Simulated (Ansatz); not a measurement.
# Lattice dynamics of BaZnCdP2 (built on the sites of a database entry of BaCd2P2)

Wanted: phonon frequencies of BaZnCdP2 (built on the sites of a database entry of BaCd2P2) and what follows from them.

Main program and level: Ansatz 0.2.0; DFT PBEsol, scalar-relativistic, plane waves, PAW.

The structure was built from a prototype and need not be the compound's stable phase.

## 1. The structure

The structure is trigonal, space group P3m1 (No. 156). The conventional cell has a = 4.360 Å, b = 4.360 Å, c = 7.482 Å, α = 90.00°, β = 90.00°, γ = 120.00°. Nearest to Ba lie 6 P at 3.22 Å. Nearest to Zn lie 4 P at 2.63 to 2.71 Å. Nearest to Cd lie 4 P at 2.63 to 2.71 Å. Nearest to P lie 3 Cd at 2.63 Å and 1 Zn at 2.71 Å and 3 Ba at 3.22 Å. P has 3 Zn at 2.63 Å and 1 Cd at 2.71 Å and 3 Ba at 3.22 Å nearest. Farther neighbours are not listed.

## 2. Bringing the structure to rest

The cell and atoms are relaxed, since residual forces and stress would shift the frequencies.

input.yaml reads:

```yaml
crystal:
  lattice:
    - [4.35996, 0.0, 0.0]
    - [-2.17998, 3.77584, 0.0]
    - [0.0, 0.0, 7.4823]
  atoms:
    - { symbol: Ba, position: [0.0, 0.0, 0.0] }
    - { symbol: Zn, position: [0.66666667, 0.33333333, 0.36968804] }
    - { symbol: Cd, position: [0.33333333, 0.66666667, 0.63031196] }
    - { symbol: P, position: [0.66666667, 0.33333333, 0.73157145] }
    - { symbol: P, position: [0.33333333, 0.66666667, 0.26842855] }
kpoints:
  mp_grid: { grid: [9, 9, 4] }
hamiltonian:
  xc: pbesol
scf:
  occupations: { method: gaussian, width: 0.02 }
output:
  forces: true
  stress: true
  eigenvalues: true
  write_density: true
  write_potential: true
  elf: true
  volumetric_format: npy
relax:
  adjacent_minimum: "off"
  f_tol: 0.005
  max_steps: 80
  cell: { stress_tol: 0.05 }
```

Command:

```console
$ ansatz run input.yaml --threads 8 --pin off --max-ram 14336MiB --backend cpu --events-out ev --progress --plain --runs-dir out
```

Numbers of over 12 decimals in the logs are rounded to 6 here.

Log:

```text
Engine: ansatz 0.2.0, x86_64-unknown-linux-gnu
Pseudopotentials: kind: paw
Pseudopotential: Ba, paw, valence charge 10, recommended cutoff 420 eV (normal), Ba.paw.azcp
Pseudopotential: Zn, paw, valence charge 12, recommended cutoff 420 eV (normal), Zn.paw.azcp
Pseudopotential: Cd, paw, valence charge 20, recommended cutoff 420 eV (normal), Cd.paw.azcp
Pseudopotential: P, paw, valence charge 5, recommended cutoff 420 eV (normal), P.paw.azcp
Functional definition: PBEsol
  exchange = pbesol_x
  correlation = pbesol_c
Crystal: 5 atoms, lattice volume = 123.177 Å³
Basis set: ecut = 420 eV, 2419 PW (Γ), exchange–correlation on 60×60×108 points (8 copies of the dense FFT grid, shifted against one another)
Bands: 32, of which v1, the nominal top of the filled ones, is band 26 counted from 1 (25 counted from 0)
Symmetry: 6 space group operations
Space group: P3m1 (ITA 156), of the structure as read, at distance tolerance 5.0e-5 Å
k-points: 43 of 324 (time reversal used)
Non-local potential: Ba, projectors of the file, l = 0: 3, l = 1: 2, l = 2: 2, l = 3: 2
Non-local potential: Zn, projectors of the file, l = 0: 2, l = 1: 2, l = 2: 3, l = 3: 1
Non-local potential: Cd, projectors of the file, l = 0: 3, l = 1: 2, l = 2: 2, l = 3: 1
Non-local potential: P, projectors of the file, l = 0: 2, l = 1: 2, l = 2: 2
PAW form: soft (Blöchl's): semilocal exchange-correlation on the pseudo side does not see the compensation charge
PAW frozen core: Ba, regenerated for the run's functional, and the local potential with it (the file was generated under x = pbe(κ = 0.804, μ = 0.219515), c = pbe(β = 0.066725))
PAW frozen core: Zn, regenerated for the run's functional, and the local potential with it (the file was generated under x = pbe(κ = 0.804, μ = 0.219515), c = pbe(β = 0.066725))
PAW frozen core: Cd, regenerated for the run's functional, and the local potential with it (the file was generated under x = pbe(κ = 0.804, μ = 0.219515), c = pbe(β = 0.066725))
PAW frozen core: P, regenerated for the run's functional, and the local potential with it (the file was generated under x = pbe(κ = 0.804, μ = 0.219515), c = pbe(β = 0.066725))
PAW one-centre angular grid: Ba, 194 points (default); XC on 64 Gauss nodes
PAW one-centre angular grid: Zn, 590 points (default); XC on 64 Gauss nodes
PAW one-centre angular grid: Cd, 590 points (default); XC on 64 Gauss nodes
PAW one-centre angular grid: P, 110 points (default); XC on 64 Gauss nodes
Initial density: superposition of atomic densities (neutral atoms: chi_scale 0, normalization atom), corrected by the library's trained network
Initial wavefunctions: pseudopotential atomic-orbital guess
Functional: x = pbesol(κ = 0.804, μ = 0.123457), c = pbesol(β = 0.046)
SCF iter   1: F=—  HF=-18810.652266 eV  |F-HF|=—  |Δ(HF+E_count)|=         —  Δρ=5.08e-3  dr2=5.13e-2  ethr=1.77e-3  ⟨swp⟩=9.6  Hψ=7363  notcnv=0  defer=1
preconditioner: auto → Resta (q_TF=auto, 2.363 Å⁻¹)  ε∞=5.7  [insulator: Δε(μ)=0.420 eV  Ē_g=10.032 eV  σ=0.020 eV  W_gap=1.00  n_scr=22 (ndim 8)  ℏωp=21.7 eV  f_vac=0.018  D(μ)=0.00/eV (n_scr^D=0)  ε∞_Penn≈5.7]
SCF iter   2: F=—  HF=-18810.638973 eV  |F-HF|=—  |Δ(HF+E_count)|=   1.33e-2  Δρ=2.07e-3  dr2=1.02e-2  ethr=9.86e-5  ⟨swp⟩=3.0  Hψ=2893  notcnv=0  defer=63
SCF iter   3: F=—  HF=-18810.636792 eV  |F-HF|=—  |Δ(HF+E_count)|=   2.18e-3  Δρ=8.56e-4  dr2=8.52e-4  ethr=1.96e-5  ⟨swp⟩=3.0  Hψ=2334  notcnv=0  defer=63
SCF iter   4: F=—  HF=-18810.636644 eV  |F-HF|=—  |Δ(HF+E_count)|=   1.48e-4  Δρ=4.44e-4  dr2=2.31e-4  ethr=1.64e-6  ⟨swp⟩=2.0  Hψ=1978  notcnv=0  defer=63
SCF iter   5: F=—  HF=-18810.636636 eV  |F-HF|=—  |Δ(HF+E_count)|=   7.55e-6  Δρ=1.53e-4  dr2=5.05e-5  ethr=4.45e-7  ⟨swp⟩=2.0  Hψ=1795  notcnv=0  defer=63
SCF iter   6: F=—  HF=-18810.636672 eV  |F-HF|=—  |Δ(HF+E_count)|=   3.53e-5  Δρ=5.16e-5  dr2=5.29e-6  ethr=9.72e-8  ⟨swp⟩=3.0  Hψ=2359  notcnv=0  defer=63
SCF iter   7: F=—  HF=-18810.636676 eV  |F-HF|=—  |Δ(HF+E_count)|=   4.53e-6  Δρ=2.02e-5  dr2=8.33e-7  ethr=1.02e-8  ⟨swp⟩=2.0  Hψ=2110  notcnv=0  defer=63
SCF iter   8: F=—  HF=-18810.636676 eV  |F-HF|=—  |Δ(HF+E_count)|=   1.34e-7  Δρ=6.40e-6  dr2=1.12e-7  ethr=1.60e-9  ⟨swp⟩=2.0  Hψ=2263  notcnv=0  defer=63
SCF iter   9: F=-18810.636677 eV  HF=-18810.636677 eV  |F-HF|=2.98e-9  |Δ(HF+E_count)|=   9.44e-8  Δρ=1.71e-6  dr2=5.16e-9  ethr=1.92e-10  ⟨swp⟩=15.2  Hψ=10818  notcnv=0
SCF 1 converged in 9 iterations: F = -18810.636677 eV  dr2 = 5.16e-9
  greatest PAW one-centre occupation: 1.000 electrons in one spin orbital (limit 2), on the Cd atom at site 2 (counted from 0), in its partial waves of l = 0
relax step   1: F+E_penalty+E_count = -18810.63667651 eV  Δ(F+E_penalty+E_count) = +0.000e0 eV  max|allowed force component| = 4.342e-1 eV/Å  Δτ_max = 0.0000 Å  P = -3.623 GPa  Ω = 123.177 Å³  (9 SCF iters, dr2 threshold 1.00e-7 eV, accepted)
Crystal: 5 atoms, lattice volume = 114.310 Å³
Basis set: ecut = 420 eV, 2251 PW (Γ), exchange–correlation on 60×60×108 points (8 copies of the dense FFT grid, shifted against one another)
Initial density: handed on by an earlier stage of this run
Initial wavefunctions: those handed on with the density
iter 1 solved again at ethr=3.33e-4 eV; its pass at ethr=3.10e-3 eV (dr2=1.73e-1 eV) is discarded
SCF iter   1: F=—  HF=-18810.776529 eV  |F-HF|=—  |Δ(HF+E_count)|=         —  Δρ=6.65e-3  dr2=1.74e-1  ethr=3.33e-4  ⟨swp⟩=2.3  Hψ=9229  notcnv=0
preconditioner: auto → Resta (q_TF=auto, 2.393 Å⁻¹)  ε∞=5.9  [insulator: Δε(μ)=0.662 eV  Ē_g=10.187 eV  σ=0.020 eV  W_gap=1.00  n_scr=22 (ndim 8)  ℏωp=22.5 eV  f_vac=0.006  D(μ)=0.00/eV (n_scr^D=0)  ε∞_Penn≈5.9]
SCF iter   2: F=—  HF=-18810.743399 eV  |F-HF|=—  |Δ(HF+E_count)|=   3.31e-2  Δρ=2.03e-3  dr2=1.69e-2  ethr=3.33e-4  ⟨swp⟩=3.8  Hψ=2858  notcnv=0
SCF iter   3: F=—  HF=-18810.739557 eV  |F-HF|=—  |Δ(HF+E_count)|=   3.84e-3  Δρ=1.79e-3  dr2=3.74e-3  ethr=3.24e-5  ⟨swp⟩=3.0  Hψ=2580  notcnv=0  defer=61
SCF iter   4: F=—  HF=-18810.738515 eV  |F-HF|=—  |Δ(HF+E_count)|=   1.04e-3  Δρ=5.52e-4  dr2=5.30e-4  ethr=7.19e-6  ⟨swp⟩=2.0  Hψ=2032  notcnv=0  defer=61
SCF iter   5: F=—  HF=-18810.738518 eV  |F-HF|=—  |Δ(HF+E_count)|=   2.51e-6  Δρ=2.19e-4  dr2=1.00e-4  ethr=1.02e-6  ⟨swp⟩=2.0  Hψ=2315  notcnv=0  defer=61
SCF iter   6: F=—  HF=-18810.738527 eV  |F-HF|=—  |Δ(HF+E_count)|=   9.37e-6  Δρ=7.70e-5  dr2=9.62e-6  ethr=1.92e-7  ⟨swp⟩=2.1  Hψ=2045  notcnv=0  defer=61
SCF iter   7: F=—  HF=-18810.738533 eV  |F-HF|=—  |Δ(HF+E_count)|=   6.14e-6  Δρ=2.88e-5  dr2=7.66e-7  ethr=1.85e-8  ⟨swp⟩=2.0  Hψ=2219  notcnv=0  defer=61
[...]
SCF iter   2: F=—  HF=-18810.750014 eV  |F-HF|=—  |Δ(HF+E_count)|=   1.65e-3  Δρ=5.93e-4  dr2=9.05e-4  ethr=1.55e-5  ⟨swp⟩=2.2  Hψ=2071  notcnv=0
SCF iter   3: F=—  HF=-18810.749860 eV  |F-HF|=—  |Δ(HF+E_count)|=   1.55e-4  Δρ=4.46e-4  dr2=1.80e-4  ethr=1.74e-6  ⟨swp⟩=2.0  Hψ=2185  notcnv=0
SCF iter   4: F=—  HF=-18810.749815 eV  |F-HF|=—  |Δ(HF+E_count)|=   4.45e-5  Δρ=1.58e-4  dr2=3.43e-5  ethr=3.47e-7  ⟨swp⟩=2.0  Hψ=1843  notcnv=0
SCF iter   5: F=—  HF=-18810.749820 eV  |F-HF|=—  |Δ(HF+E_count)|=   4.62e-6  Δρ=4.81e-5  dr2=5.22e-6  ethr=6.59e-8  ⟨swp⟩=2.0  Hψ=2032  notcnv=0
SCF iter   6: F=—  HF=-18810.749821 eV  |F-HF|=—  |Δ(HF+E_count)|=   1.60e-6  Δρ=1.89e-5  dr2=6.14e-7  ethr=1.00e-8  ⟨swp⟩=2.1  Hψ=2229  notcnv=0
SCF iter   7: F=-18810.749822 eV  HF=-18810.749822 eV  |F-HF|=2.49e-8  |Δ(HF+E_count)|=   4.61e-7  Δρ=6.70e-6  dr2=5.10e-8  ethr=9.62e-10  ⟨swp⟩=12.2  Hψ=12070  notcnv=0
SCF 3 converged in 7 iterations: F = -18810.749822 eV  dr2 = 5.10e-8
relax step   3: F+E_penalty+E_count = -18810.74982188 eV  Δ(F+E_penalty+E_count) = -1.129e-2 eV  max|allowed force component| = 4.392e-2 eV/Å  Δτ_max = 0.0377 Å  P = -0.165 GPa  Ω = 116.065 Å³  energy of the carried Pulay correction = +1.333e-3 eV  (7 SCF iters, dr2 threshold 5.00e-7 eV, accepted)
[...]
relax step   4: F+E_penalty+E_count = -18810.75038553 eV  Δ(F+E_penalty+E_count) = -5.636e-4 eV  max|allowed force component| = 1.743e-2 eV/Å  Δτ_max = 0.0059 Å  P = -0.058 GPa  Ω = 115.908 Å³  energy of the carried Pulay correction = +1.363e-3 eV  (5 SCF iters, dr2 threshold 1.21e-7 eV, accepted)
[...]
relax step   5: F+E_penalty+E_count = -18810.75046253 eV  Δ(F+E_penalty+E_count) = -7.700e-5 eV  max|allowed force component| = 6.489e-3 eV/Å  Δτ_max = 0.0026 Å  P = -0.001 GPa  Ω = 115.800 Å³  energy of the carried Pulay correction = +1.384e-3 eV  (6 SCF iters, dr2 threshold 1.90e-8 eV, accepted)
[...]
relax step   6: F+E_penalty+E_count = -18810.75046861 eV  Δ(F+E_penalty+E_count) = -6.081e-6 eV  max|allowed force component| = 1.915e-3 eV/Å  Δτ_max = 0.0007 Å  P = -0.001 GPa  Ω = 115.800 Å³  energy of the carried Pulay correction = +1.384e-3 eV  (5 SCF iters, dr2 threshold 2.63e-9 eV, accepted)
Basis set: ecut = 420 eV, 2275 PW (Γ), exchange–correlation on 60×60×100 points (8 copies of the dense FFT grid, shifted against one another)
Initial wavefunctions: pseudopotential atomic-orbital guess (no wavefunctions were taken with the density)
iter 1 solved again at ethr=1.27e-6 eV; its pass at ethr=3.10e-3 eV (dr2=6.62e-4 eV) is discarded
SCF iter   1: F=—  HF=-18810.749180 eV  |F-HF|=—  |Δ(HF+E_count)|=         —  Δρ=8.34e-5  dr2=1.59e-6  ethr=1.27e-6  ⟨swp⟩=3.7  Hψ=11282  notcnv=0
eigensolver tolerance schedule: the retry pair's looser diagonalisation over-reported the residual by 416.49 of it (diagonalisation noise at 0.21 of the residual, at the tolerance the schedule requests for it); recorded, not acted on — ethr = c·dr2/N_el stays at c = 1.0e-1
preconditioner: auto → Resta (q_TF=auto, 2.387 Å⁻¹)  ε∞=5.7  [insulator: Δε(μ)=0.598 eV  Ē_g=10.278 eV  σ=0.020 eV  W_gap=1.00  n_scr=22 (ndim 8)  ℏωp=22.4 eV  f_vac=0.011  D(μ)=0.00/eV (n_scr^D=0)  ε∞_Penn≈5.7]
SCF iter   2: F=—  HF=-18810.749171 eV  |F-HF|=—  |Δ(HF+E_count)|=   8.26e-6  Δρ=7.92e-5  dr2=3.33e-6  ethr=3.05e-9  ⟨swp⟩=3.0  Hψ=2833  notcnv=0
SCF iter   3: F=—  HF=-18810.749171 eV  |F-HF|=—  |Δ(HF+E_count)|=   1.91e-8  Δρ=1.80e-5  dr2=8.93e-8  ethr=3.05e-9  ⟨swp⟩=2.0  Hψ=1876  notcnv=0
SCF iter   4: F=—  HF=-18810.749171 eV  |F-HF|=—  |Δ(HF+E_count)|=   1.98e-7  Δρ=3.51e-6  dr2=9.17e-9  ethr=1.72e-10  ⟨swp⟩=2.0  Hψ=2441  notcnv=0
SCF iter   5: F=—  HF=-18810.749171 eV  |F-HF|=—  |Δ(HF+E_count)|=   6.16e-9  Δρ=1.53e-6  dr2=6.34e-10  ethr=1.76e-11  ⟨swp⟩=2.0  Hψ=2465  notcnv=0
SCF iter   6: F=—  HF=-18810.749171 eV  |F-HF|=—  |Δ(HF+E_count)|=   3.77e-9  Δρ=3.69e-7  dr2=5.35e-11  ethr=1.22e-12  ⟨swp⟩=2.0  Hψ=2414  notcnv=0
SCF iter   7: F=-18810.749171 eV  HF=-18810.749171 eV  |F-HF|=0.00e0  |Δ(HF+E_count)|=  4.37e-11  Δρ=4.06e-8  dr2=2.26e-12  ethr=1.00e-12  ⟨swp⟩=7.5  Hψ=8097  notcnv=0
SCF 7 converged in 7 iterations: F = -18810.749171 eV  dr2 = 2.26e-12
relax step   7: F+E_penalty+E_count = -18810.74917116 eV  Δ(F+E_penalty+E_count) = +1.297e-3 eV  max|allowed force component| = 2.040e-3 eV/Å  Δτ_max = 0.0000 Å  P = -0.005 GPa  Ω = 115.800 Å³  stress off target by 7.44e-3 GPa  SCF on the basis re-selected at this cell (its energy is not comparable with the rows above)  (7 SCF iters)
basis re-selected at this cell: Δ(F+E_penalty+E_count) = +1.297e-3 eV, ΔP = -0.004 GPa vs the last step (what re-selecting the basis moved, of the pressure what is left beyond the Pulay correction that the steps carried, after the strain that the cell walked since its last selection, with what the two solves' SCF thresholds leave and, on support functions, any second-order correction that the steps lacked; it is no measure of the basis error at this ecutwfc). The dense FFT grid was sized anew with the basis: this SCF ran on 30×30×50 points, the steps before it on 30×30×54, so part of this shift can come from that change (see relax.cell in the input reference). [rest of the remark cut]
SCF converged after 7 iterations
Free energy (F): -18810.749171 eV
Harris-Foulkes:  -18810.749171 eV  (|F-HF|=0.00e0)
Internal energy: -18810.749171 eV  (E = F + TS)
E sigma→0 (E₀):  -18810.749171 eV
Fermi energy:    9.586346 eV
--- Per-component energies (eV) ---
  E_band       = -455.403287
  E_kinetic    = 946.028326
  E_local      = -6696.680782  (includes V_loc(G=0)·N_el)
  E_nonlocal   = 776.793056
  E_hartree    = 3018.268380
  E_xc         = -601.774151
  E_vxc        = -532.930229  (∫ρ·V_xc dr)
  E_paw        = -12051.817480  (= ΣΔE_a)
  E_vpaw       = -985.150111  (= ΣTr[D̂ρ^β])
  E_aug_tail   = -0.000344  (compensation charges beyond the density's cutoff)
  E_ewald      = -4202.949117
  E_core_change = 1.382940  (= ΣΔE_core)
  E_smearing   = -0.000000  (= −TS)
  E_closure    = -0.000000  (closes the sum)
  Σ components = -18810.749171   (vs F -18810.749171, Δ=0.00e0)
--- Forces (eV/Å), atoms counted from 1 ---
  atom   1  Ba     0.00000000     0.00000000    -0.00107005
  atom   2  Zn    -0.00000000     0.00000000    -0.00163635
  atom   3  Cd     0.00000000    -0.00000000    -0.00052596
  atom   4  P     -0.00000000     0.00000000     0.00204009
  atom   5  P      0.00000000    -0.00000000     0.00119166
  max |Σ_I F_I| component: 6.15e-7 eV/Å
--- Stress (GPa, compression-positive) ---
       -0.007441       0.000000       0.000000
        0.000000      -0.007441      -0.000000
        0.000000      -0.000000       0.000522
  P = ⅓ Tr σ = -0.0048 GPa (-0.048 kbar)
--- Band table (eV; the first three rows and the last of 43) ---
  k-point 0: bands = [... 22 lower, 8.0477, 9.1634, 9.2873, 9.2873, 9.8849, 10.4704, 11.1100, 12.1082, ... 2 higher]
  k-point 1: bands = [... 22 lower, 8.1643, 8.3127, 9.0421, 9.0421, 9.9474, 11.0854, 11.4954, 12.1572, ... 2 higher]
  k-point 2: bands = [... 22 lower, 8.3820, 8.3820, 8.7144, 8.7144, 9.8974, 11.2429, 12.0822, 12.0822, ... 2 higher]
  k-point 42: bands = [... 22 lower, 6.0664, 6.9839, 7.3722, 7.3892, 11.5199, 11.6191, 13.3991, 13.5098, ... 2 higher]
--- Relaxed structure (6 steps of the walk, 6 accepted, 1 SCFs on fresh bases) ---
  F+E_penalty+E_count = -18810.74917116 eV   max|allowed force component| = 2.040e-3 eV/Å   (the final SCF, on the basis selected at the relaxed cell)
  cell:  # Å, volume = 115.8002 Å³
    - [4.250648, 0, 0.0]
    - [-2.125324, 3.681170, 0]
    - [0.0, 0, 7.400625]
  atoms:
    - { symbol: Ba, position: [0, 0, 0.00182214] }
    - { symbol: Zn, position: [0.666667, 0.333333, 0.371492] }
    - { symbol: Cd, position: [0.333333, 0.666667, 0.627881] }
    - { symbol: P, position: [0.666667, 0.333333, 0.724916] }
    - { symbol: P, position: [0.333333, 0.666667, 0.273889] }
```

Run time: 20 s. Hardware: 8 threads of Intel Xeon Platinum 8259CL at 2.50GHz (Skylake/Cascade Lake), shared host; peak memory 0.72 GiB.

Step by step:

```tsv
step	energy less that of the first step (eV)	largest force component (eV/Å)	pressure (GPa)	volume (Å³)
1	0.0000	0.4342	-3.62	123.18
2	-0.1019	0.2921	0.95	114.31
3	-0.1131	0.0439	-0.17	116.06
4	-0.1137	0.0174	-0.06	115.91
5	-0.1138	0.0065	0.00	115.80
6	-0.1138	0.0019	0.00	115.80
7*	-0.1125	0.0020	0.00	115.80
```

Relaxation steps marked * repeat the geometry before them on a plane-wave basis chosen anew for their cell, so energy and pressure can jump there.

Forces are held to the 6 operations that the run works with; a distortion that breaks them can't arise in this run.

```tsv
conventional cell, symmetrised	before	after	change
a (Å)	4.360	4.251	-2.5 %
b (Å)	4.360	4.251	-2.5 %
c (Å)	7.482	7.401	-1.1 %
volume (Å³/atom)	24.64	23.16	-6.0 %
```

The atoms that moved most (Å, as changes of fractional coordinates times the final cell):

```tsv
atom	dx	dy	dz	length
P4	0.000	0.000	-0.049	0.049
P5	0.000	0.000	0.040	0.040
Cd3	0.000	0.000	-0.018	0.018
Ba1	0.000	0.000	0.013	0.013
Zn2	0.000	0.000	0.013	0.013
```

The relaxed structure:

```xyz
5
Lattice="4.2506 0.0000 0.0000 -2.1253 3.6812 0.0000 0.0000 0.0000 7.4006" Properties=species:S:1:pos:R:3 pbc="T T T"
Ba    0.0000    0.0000    0.0135
Zn    2.1253    1.2271    2.7493
Cd    0.0000    2.4541    4.6467
P     2.1253    1.2271    5.3648
P     0.0000    2.4541    2.0269
```

Numbers from this step:

| Quantity | Value |
| --- | --- |
| pressure | -0.004787 GPa |
| gap on the k-mesh | 0.5976 eV |
| volume per atom | 23.16 Å³ |
| direct gap on mesh | 0.5976 eV |

ELF in the ac plane at fractional y = 0.333, with atoms of Zn and P within 0.2 Å of it. It is the smooth field of the valence electrons, not physical close to the nuclei.

Values, 24 rows by 14 columns, each cell a mean:
```
0.30 0.47 0.56 0.51 0.33 0.14 0.08 0.16 0.32 0.42 0.36 0.21 0.10 0.12
0.18 0.30 0.38 0.32 0.19 0.11 0.16 0.40 0.61 0.70 0.65 0.47 0.22 0.12
0.11 0.12 0.14 0.12 0.10 0.17 0.39 0.70 0.81 0.84 0.83 0.74 0.49 0.23
0.19 0.09 0.07 0.08 0.14 0.38 0.66 0.82 0.86 0.86 0.86 0.84 0.72 0.47
0.34 0.16 0.10 0.13 0.27 0.58 0.78 0.83 0.73 0.58 0.68 0.82 0.81 0.67
0.43 0.23 0.16 0.20 0.36 0.65 0.81 0.72 0.28 0.04 0.15 0.62 0.82 0.73
0.40 0.23 0.18 0.21 0.33 0.62 0.79 0.65 0.16 0.01 0.06 0.52 0.80 0.71
0.31 0.20 0.18 0.19 0.27 0.53 0.74 0.73 0.41 0.16 0.29 0.67 0.78 0.63
0.24 0.19 0.19 0.19 0.22 0.41 0.65 0.77 0.73 0.67 0.71 0.77 0.71 0.50
0.20 0.18 0.19 0.18 0.19 0.30 0.50 0.68 0.75 0.77 0.76 0.71 0.57 0.36
0.16 0.16 0.17 0.16 0.16 0.21 0.32 0.44 0.49 0.51 0.50 0.46 0.36 0.25
0.14 0.13 0.14 0.14 0.14 0.17 0.21 0.22 0.22 0.22 0.22 0.22 0.22 0.18
0.17 0.16 0.16 0.16 0.16 0.17 0.17 0.17 0.15 0.12 0.14 0.17 0.17 0.17
0.24 0.27 0.28 0.27 0.25 0.21 0.18 0.15 0.06 0.02 0.04 0.12 0.18 0.19
0.35 0.42 0.44 0.44 0.39 0.26 0.19 0.10 0.01 0.00 0.00 0.07 0.18 0.22
0.47 0.55 0.57 0.56 0.51 0.33 0.21 0.12 0.03 0.00 0.01 0.09 0.18 0.26
0.56 0.63 0.64 0.63 0.59 0.42 0.24 0.17 0.11 0.06 0.08 0.16 0.21 0.34
0.58 0.63 0.64 0.63 0.60 0.48 0.31 0.21 0.20 0.20 0.20 0.20 0.26 0.41
0.49 0.53 0.54 0.54 0.51 0.43 0.33 0.24 0.22 0.21 0.21 0.23 0.29 0.39
0.28 0.30 0.31 0.30 0.29 0.26 0.23 0.20 0.20 0.21 0.20 0.20 0.21 0.24
0.14 0.17 0.18 0.17 0.15 0.12 0.11 0.11 0.12 0.12 0.12 0.11 0.11 0.12
0.14 0.21 0.25 0.22 0.15 0.09 0.05 0.05 0.05 0.06 0.05 0.05 0.05 0.07
0.26 0.39 0.46 0.42 0.29 0.13 0.05 0.04 0.04 0.05 0.05 0.04 0.05 0.10
0.34 0.51 0.59 0.54 0.39 0.16 0.06 0.05 0.09 0.13 0.10 0.06 0.06 0.13
```
Columns run along a (4.3 Å), rows up along c (7.4 Å). Atoms in or near the plane, at fractional coordinates: Zn at (0.67, 0.37), P at (0.67, 0.72).

Electrostatic potential energy in the ac plane at fractional y = 0.333, with atoms of Zn and P within 0.2 Å of it. With pseudopotentials it is smooth inside the atoms' cores, unlike the true potential.

Ten even steps from '0' (-41 eV) to '9' (12 eV), each cell a mean:
```
88888999999999
98889999999999
99999999999999
99999998767899
99999996312589
99999983000279
99999982000169
99999984000379
99999997534689
99999999888999
99999999999999
99999999888999
99999997545689
99999985312479
99999974101369
99999984201379
99999996323589
99999998767899
99999999999999
99999999999999
99999999999999
99889999999999
88888999999999
88788999999999
```
Columns run along a (4.3 Å; values clipped at the 3rd and 97th percentile), rows up along c (7.4 Å). Atoms in or near the plane, at fractional coordinates: Zn at (0.67, 0.37), P at (0.67, 0.72).

(Continued in part 2 of 3.)

[Logs are printed without paths, hosts, clocks, repeated set-up lines and the standing remarks that a program may print on its own settings, such as how far it seeks lower states.]

[Hosts, paths, dates, database ids (printed as entryN), source tags and the programs' standing remarks are cut or masked in the printed files.]
